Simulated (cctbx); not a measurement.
# Symmetry from intensities

Cell: a = 8.3390 Å, b = 8.5020 Å, c = 8.2670 Å, α = 90.00°, β = 90.00°, γ = 90.00°. Expected content of the cell: Tl4 Br8 O8 Li4 H16.

The data are simulated with cctbx, not measured: Mo Kα, λ = 0.71073 Å, to d = 0.84 Å, 70 % of the full sphere, strongest reflection 40000 counts, noise from counting, a 6 % proportional error and a noise floor of 8 counts (s.d.); no absorption, some extinction.

Tests on the unmerged data give:

```text
2877 reflections to d = 0.840 A
centring   violations  <I/sigma> of those
    A        638 of  1440      6.7
    B        638 of  1443      6.7
    C          0 of  1437      0.0
    I        644 of  1417      7.0
    R        910 of  1948      7.1
    F        638 of  2160      4.5
Laue class    unique    Rint  (classes that these axes allow; Friedel mates merged)
C 1 2/m 1         540   0.039
C 2/m 1 1         540   0.037
C m m m           313   0.041
space group    extra absences  I>4sigma  <I/sigma>
C 2 2 21                8          0      -0.1  acentric
C 2 2 2                 0          0         -  acentric
C m m 2                 0          0         -  acentric
C m c 21               55          0       0.0  acentric
C 2 m m                 0          0         -  acentric
C m 2 m                 0          0         -  acentric
C 2 c m                55          0       0.0  acentric
C m c m                55          0       0.0  centric
C m m m                 0          0         -  centric
Wilson B = 0.41 A^2   <|E^2-1|> = 0.704 (0.968 centric, 0.736 acentric)   E^2>4: 0.0 %
shell (A)         n   <I/sigma>
 8.27 - 1.68     47     25.1
 1.68 - 1.33     41     25.3
 1.33 - 1.16     38     27.7
 1.16 - 1.06     41     26.5
 1.06 - 0.98     37     27.1
 0.98 - 0.92     38     28.5
 0.92 - 0.88     40     23.6
 0.88 - 0.84     31     29.8
```

Q: Read the symmetry from these tables.

The reflections that C centring forbids are absent (⟨I/σ⟩ near 0), so the lattice is C.

Rint stays low (0.037 to 0.041) up to C m m m, the highest class in these axes.

9 settings pass the absence test. The most absences obeyed, 55, belong to C m c 21, C 2 c m and C m c m, which absences can't tell apart.

⟨|E²−1|⟩ = 0.704 leans to a non-centrosymmetric structure. Here that hint misleads: the statistic assumes many like atoms on general positions, and few, heavy or special-position atoms break it. The Wilson B of 0.41 Å² means U ≈ 0.0052 Å².

The true group is Cmcm (no. 63), Laue class mmm, centrosymmetric. The tables only narrow the choice to the tied entries; cell content, site symmetry and trial solutions must settle it.

The model was made for the exercise: a known structure type with other elements put in, its volume estimated, not relaxed; displacement parameters are assumed.

[Logs are printed without paths, hosts, clocks, repeated set-up lines and the standing remarks that a program may print on its own settings, such as how far it seeks lower states.]
